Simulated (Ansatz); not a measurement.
# Gap against volume in glassy 43SiO2-23Al2O3-34BaO (mol %) (109 atoms)

Density of this cell: 3.63 g/cm³. The cell holds 109 atoms: 15 Si, 16 Al, 12 Ba and 66 O. Its edges and angles: a = 11.918 Å, b = 11.847 Å, c = 11.526 Å, α = 90.9°, β = 88.4°, γ = 88.7°. The starting structure: 109 atoms (15 Si, 16 Al, 12 Ba, 66 O) placed at random at 3.69 g/cm³, melted at 4000 K for 10 ps at fixed volume with the Morse and Coulomb pair potential with partial charges (Pedone, Malavasi, Menziani, Cormack and Segre, J. Phys. Chem. B 110, 11780 (2006)). Quenched from 4000 K to 300 K at 50 K/ps and fixed volume, held 10 ps at zero pressure.

Calculated with Ansatz 0.2.0: Kohn-Sham DFT, PBE, PAW (set soft_2), plane waves; cutoff 420 eV, Γ point, fixed occupations. The relaxed cell was scaled evenly and the atoms were relaxed at each volume. The gap is that between the highest filled and the lowest empty Kohn-Sham level on the run's k-points.

```
volume (Å³/atom)  gap (eV)
          13.427               3.914
          14.024                   ?
          14.472               3.702
          14.919               3.604
          15.367               3.518
          15.814               3.518
```

Task: Fit a straight line in ln V to the rows given and interpolate to the withheld row.

Worked fit:

A volume deformation potential makes the spacing linear in u = ln(V/V0), with V0 = 14.919 Å³ the relaxed volume; v is the spacing.

| u = ln(V/V0) | v (eV) |
| --- | --- |
| -0.105361 | 3.914 |
| -0.0304595 | 3.7018 |
| 0 | 3.6038 |
| 0.0295582 | 3.5179 |
| 0.0582686 | 3.5178 |

With n = 5: mean u = -0.00959867, mean v = 3.65106, Σ(u − ū)² = 0.015837, Σ(u − ū)(v − v̄) = -0.040950. Slope b = -0.040950 / 0.015837 = -2.5857; intercept a = v̄ − b ū = 3.6262.

At the withheld volume u = -0.06188, and v = a + b u.

Prediction at 14.024: 3.786 eV. The run gave 3.802 eV, so the fit is low by 0.016 eV (0.41 % of the value).

The slope, -2.59 eV, says that the spacing narrows on expansion. Among the rows given, the largest miss of the fit is at 15.814, by 0.042 eV (11 % of the range of the table).

Limits: The table spans 16 % in volume, wide for a linear law. Semilocal functionals tend to put gaps under measured ones. Only the Γ point is sampled. Atoms move by up to 0.7 Å in these relaxations, so the structure changes along the series. Defect or tail levels can set the spacing of a disordered cell. Spin–orbit coupling is left out, which matters for the levels of the heavy elements.

[Logs are printed without paths, hosts, clocks, repeated set-up lines and the standing remarks that a program may print on its own settings, such as how far it seeks lower states.]

[Hosts, paths, dates, database ids (printed as entryN), source tags and the programs' standing remarks are cut or masked in the printed files.]
